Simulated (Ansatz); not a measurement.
# Structural relaxation of random alloy of the fcc Cu-Al line, x = 0.0156 (128 atoms), part 2 of 2

Aim: bring random alloy of the fcc Cu-Al line, x = 0.0156 (128 atoms) to a nearby minimum of the energy and see what moves.

Ansatz 0.2.0; Kohn-Sham DFT, PBE, PAW (set soft_2), plane waves.

The cell: 126 Cu and 2 Al. The host structure and its lattice constant were typed by rule, without a check against the phase diagram.

So far. Step 3 (Cell and atoms relaxed): The relaxation changed the energy by -3.87 meV/atom, and atoms moved by 0.033 Å r.m.s., 0.08 Å at most.

**5. Single point at the relaxed geometry (continued)**

Electrostatic potential energy in the ac plane at fractional y = 0.624, with atoms of Cu and Al within 0.2 Å of it. With pseudopotentials it is smooth inside the atoms' cores, unlike the true potential.

Ten even steps from '0' (-39 eV) to '9' (19 eV), each cell a mean:
```
99999999998300389999999999996101599
44799999999767897435899999998668986
01599999999999972002899999999999840
14899999999999951026998899999999830
78974468999999986689876679999999976
99610038999999999998678769999999999
98510269999999999997677689999999999
99866898535899999998777887446899999
99999983001799999999999961004899999
99999962015899999999999840027999999
99999987679864479999999986689853589
99999999999510059999999999997300279
99999999998300379999999999996201589
44799999999767897545899999998668986
01599999999999972002899999999999840
03899999999999951016999999999999830
78974368999999986689854479999999976
99610038999999999998400169999999999
98510269999999999997201489999999999
99866898535899999998767896446999999
99999983001799999999999961004899999
99999972015899999999999840027999999
99999987679864469999999986789853589
99999999999510059999999999997200279
```
Columns run along a (12.6 Å; values clipped at the 3rd and 97th percentile), rows up along c (12.6 Å). Atoms in or near the plane, at fractional coordinates: Cu at (0.75, 0.13), Cu at (0.62, 0.25), Cu at (0.00, 0.37), Cu at (0.88, 0.50), Cu at (0.25, 0.13), Cu at (0.13, 0.25), Cu at (0.50, 0.37), Cu at (0.37, 0.50), Cu at (0.75, 0.62), Al at (0.63, 0.75), Cu at (0.00, 0.87), Cu at (0.88, 0.00), Cu at (0.25, 0.63), Cu at (0.13, 0.75) and more.

Local excerpt of 13 atoms (numbers count through the whole input) about Cu3, picked at random; x, y, z are measured from there.

| atom | x | y | z | distance (Å) | bonds |
| --- | --- | --- | --- | --- | --- |
| Cu3 | 0.00 | 0.00 | 0.00 | 0.00 | 12 |
| Cu37 | 1.81 | 0.00 | 1.82 | 2.57 | 12 |
| Cu4 | 0.00 | 1.81 | -1.82 | 2.57 | 12 |
| Cu96 | 0.00 | -1.82 | 1.82 | 2.57 | 12 |
| Cu34 | 1.81 | 1.82 | 0.00 | 2.57 | 12 |
| Cu33 | 1.81 | 0.00 | -1.82 | 2.57 | 12 |
| Cu2 | -1.82 | 1.81 | 0.00 | 2.57 | 12 |
| Cu18 | 1.81 | -1.82 | 0.00 | 2.57 | 12 |
| Cu90 | -1.82 | -1.82 | 0.00 | 2.57 | 12 |
| Cu92 | 0.00 | -1.82 | -1.82 | 2.57 | 12 |
| Cu1 | -1.82 | 0.00 | -1.82 | 2.57 | 12 |
| Cu8 | 0.00 | 1.82 | 1.82 | 2.57 | 12 |
| Cu5 | -1.82 | 0.00 | 1.82 | 2.57 | 12 |

The column of bonds counts only the pairs Cu-Cu within 2.98 Å, Cu-Al within 2.98 Å; other neighbours, such as metal atoms beside each other in a compound, aren't counted, and periodic images can show an atom twice.

**6. K-mesh 3×3×3**

Large cells are often run on few k-points; this run checks whether the reference had enough.

input.yaml reads:

```yaml
crystal:
  lattice:
    - [-7.27057, 7.27195, 7.27127]
    - [7.27207, -7.27043, 7.27126]
    - [7.26986, 7.26973, -7.26976]
  atoms:
    [... the 128 atom lines of step 5 ...]
kpoints:
  mp_grid: { grid: [3, 3, 3] }
hamiltonian:
  xc: pbe
scf:
  occupations: { method: fermi_dirac, width: 0.1 }
output:
  forces: true
  stress: true
  populations: true
  dos:
    method: { smearing: { sigma: 0.08 } }
    de: 0.05
    projected: { site_lists: { Al: [Al], Cu: [Cu] } }
  eigenvalues: true
```

Command:

```bash
$ ansatz run input.yaml --threads 6 --pin off --max-ram 102400MiB --backend cuda --events-out ev --progress --plain --runs-dir out
```

It took 47 s on 1 × NVIDIA H100 80GB HBM3 with 6 threads of AMD EPYC 7R13 (Zen 3), shared host; peak memory 5.7 GiB; 2.3 min of CPU time.

That memory is the host's.

The program notes that it cut back its plan to fit the GPU's memory.

Geometry and reference: those of the single point at the relaxed geometry.

Forces differ from those of the single point at the relaxed geometry by 2.8 meV/Å r.m.s.; the energy by -2.6 meV/atom and the pressure by -0.23 GPa. It took 47 s and 9 cycles; the reference's time can't be set against it, since the two runs asked for unlike analyses.

**7. Functional r2SCAN (500 eV)**

The meta-GGA r2SCAN uses the kinetic energy density as well as the density and its gradient. Besides, the cutoff goes from 420 to 500 eV.

This step: Kohn-Sham DFT, r2SCAN, PAW (set soft_2), plane waves (Ansatz 0.2.0).

input.yaml, as its differences from that of step 6:

```diff
@@ -8,5 +8,5 @@
 kpoints:
-  mp_grid: { grid: [3, 3, 3] }
+  mp_grid: { grid: [2, 2, 2] }
 hamiltonian:
-  xc: pbe
+  xc: r2scan
 scf:
```

Run time: 29 s. Hardware: 1 × NVIDIA H100 80GB HBM3 with 6 threads; peak memory 6.6 GiB.

That memory is the host's; the program planned up to 50.1 GiB on the GPU.

Geometry and reference: those of the single point at the relaxed geometry.

Forces differ from those of the single point at the relaxed geometry by 7.5 meV/Å r.m.s.; the pressure by -6.3 GPa. It took 29 s and 15 cycles; the reference's time can't be set against it, since the two runs asked for unlike analyses.

**8. Functional PBEsol**

PBEsol restores the gradient expansion of exchange for slowly varying densities and usually gives shorter bonds in solids than PBE.

This step: Kohn-Sham DFT, PBEsol, PAW (set soft_2), plane waves (Ansatz 0.2.0).

input.yaml, as its differences from that of step 7:

```diff
@@ -10,3 +10,3 @@
 hamiltonian:
-  xc: r2scan
+  xc: pbesol
 scf:
```

Wall time 17 s (1 × NVIDIA H100 80GB HBM3 with 6 threads); peak memory 5.5 GiB.

That memory is the host's; the program planned up to 42.2 GiB on the GPU.

Geometry and reference: those of the single point at the relaxed geometry.

Forces differ from those of the single point at the relaxed geometry by 11 meV/Å r.m.s.; the pressure by -7.9 GPa.

**9. What each setting buys**

Differences are against the single point at the relaxed geometry (Kohn-Sham DFT, PBE, PAW (set soft_2), plane waves), whose r.m.s. force component is 0.00154 eV/Å. Energies are set beside the reference only for runs with its functional, potentials and electron count. Times are for 1 × NVIDIA H100 80GB HBM3 with 6 threads of AMD EPYC 7R13 (Zen 3), shared host. The reference's time includes grids, which some other runs skip.

| run | Δ force, r.m.s. (meV/Å) | Δ energy (meV/atom) | Δ pressure (GPa) | cycles | time | host memory (GiB) |
| --- | --- | --- | --- | --- | --- | --- |
| reference | - | - | - | 9 | 18 s | 5.5 |
| k-mesh 3×3×3 | 2.79 | -2.60 | -0.232 | 9 | 47 s | 5.7 |
| functional r2SCAN (500 eV) | 7.48 | - | -6.31 | 15 | 29 s | 6.6 |
| functional PBEsol | 10.7 | - | -7.92 | 10 | 17 s | 5.5 |

**10. Results**

```json
{
  "energy change in the relaxation": "-3.874 meV/atom",
  "r.m.s. displacement": "0.033 Å",
  "largest displacement": "0.08 Å",
  "free energy per atom": "-6530.0694 eV/atom",
  "density": "8.705 g/cm³",
  "pressure": "-0.002613 GPa",
  "r.m.s. force component": "0.00154 eV/Å",
  "wall time of the 6 DFT runs": "2.6 min"
}
```

In words: Relaxation lowers the energy by 3.87 meV/atom and moves atoms by 0.033 Å r.m.s.; the r.m.s. force component goes from 0.14 to 0.0015 eV/Å. Displacements are taken in the final cell, so they leave out its strain. By the final cutoffs no bond was broken or made. The cell shrank by 0.5 % in volume. First to last step the energy falls by 0.496 eV, across changes of basis; the largest move, 0.08 Å, is that of Cu113. The Cu-Cu bonds go from 2.575 Å (spread 0.028) to 2.570 Å (spread 0.004). Counting bonds as in the table, all Al atoms have 12 and all Cu atoms have 12 bonded neighbours. 141 levels are partly filled, by over 2 % (on the run's k-points), as in a metal.

Among the changes of functional, dispersion, potentials or spin set against this reference, functional PBEsol moves the forces most, by 11 meV/Å r.m.s.

[Logs are printed without paths, hosts, clocks, repeated set-up lines and the standing remarks that a program may print on its own settings, such as how far it seeks lower states.]

[Hosts, paths, dates, database ids (printed as entryN), source tags and the programs' standing remarks are cut or masked in the printed files.]
